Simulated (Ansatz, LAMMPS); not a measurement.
# Settings and their price: aqueous Li+ and I-, 1.5 mol of salt per kg of water at 360 K (110 atoms)

Density of this cell: 1.14 g/cm³. The cell holds 110 atoms: 36 O, 72 H, 1 Li and 1 I. Its edges and angles: a = 10.442 Å, b = 10.442 Å, c = 10.442 Å, α = 90.0°, β = 90.0°, γ = 90.0°. 36 H2O, 1 Li+, 1 I- placed at random, at 1.14 g/cm³; overlaps pushed apart, then 10 ps at 420 K with Joung-Cheatham ions (J. Phys. Chem. B 112, 9020 (2008)); SPC/E water (Berendsen, Grigera and Straatsma, J. Phys. Chem. 91, 6269 (1987)). Snapshot after 20 ps at 360 K and fixed volume.

Geometry: as built.

Reference run: Kohn-Sham DFT, PBE+D4, PAW (set soft_2, large core), plane waves (Ansatz 0.2.0), cutoff 420 eV, Γ point, fixed occupations.

```
r.m.s. force component                           : 0.5743 eV/Å
pressure                                         : -2.584 GPa
gap (highest filled to lowest empty level) : 4.085 eV
SCF cycles                                       : 11
time                                             : 13 s on 4 threads of Arm Neoverse V2, shared host
```

Q: Estimate how much each variant changes the results, and its time and memory.
- support functions medium
- support functions low
- support functions high
- support functions medium, radius 3.31 Å
- support functions medium, radius 3.59 Å
- support functions medium, radius 3.83 Å
- support functions medium, radius 4.1 Å
- support functions medium, radius 4.61 Å
- support functions medium, radius 5.12 Å

Differences are against the plane-wave reference (Kohn-Sham DFT, PBE+D4, PAW (set soft_2, large core), plane waves), whose r.m.s. force component is 0.574 eV/Å. Energies are set beside the reference only for runs with its functional, potentials and electron count. Times are for 4 threads of Arm Neoverse V2, shared host. The reference's time includes the DOS, ELF, the stress and grids, which some other runs skip.

```
                                    run  Δ force, r.m.s. (meV/Å)  share of r.m.s. force (%)  Δ energy (meV/atom)  Δ gap (eV)  cycles     time  host memory (GiB)
                              reference                        -                          -                    -           -      11     13 s                1.2
               support functions medium                     12.6                       2.19                -5.94      7.0e-4      12     63 s                2.8
                  support functions low                     12.8                       2.22                -5.94      8.0e-4      11     57 s                2.7
                 support functions high                     12.4                       2.15                -6.01      5.0e-4      16  4.8 min                7.3
support functions medium, radius 3.31 Å                     12.6                       2.20                -5.94      8.0e-4      12     59 s                2.7
support functions medium, radius 3.59 Å                     12.6                       2.19                -5.94      6.0e-4      12     67 s                3.0
support functions medium, radius 3.83 Å                     12.5                       2.18                -5.94      5.0e-4      12     77 s                3.3
 support functions medium, radius 4.1 Å                     12.5                       2.18                -5.94      5.0e-4      12     94 s                3.7
support functions medium, radius 4.61 Å                     12.5                       2.19                -5.94      4.0e-4      12  2.3 min                4.7
support functions medium, radius 5.12 Å                     12.6                       2.19                -5.94      4.0e-4      12  3.6 min                5.8
```

Among numerical settings the force difference runs from 12 meV/Å (support functions high) to 13 meV/Å (support functions low). At 110 atoms the fastest of the runs at a preset level, support functions low, takes roughly 4.4 times the time of plane waves (whose run also made extra analyses), in 11 SCF cycles against 11. Differences between support functions and plane waves include what basis error the plane-wave run still has. The force difference hardly changes among these support-function runs, which points to the basis of the plane-wave reference as its main source. As the radius goes from 3.31 to 5.12 Å, the force difference goes from 13 to 13 meV/Å, and the time from 59 s to 3.6 min. 

[Long decimals in the printed logs are rounded to 6 places.]

[Logs are printed without paths, hosts, clocks, repeated set-up lines and the standing remarks that a program may print on its own settings, such as how far it seeks lower states.]

[Hosts, paths, dates, database ids (printed as entryN), source tags and the programs' standing remarks are cut or masked in the printed files.]
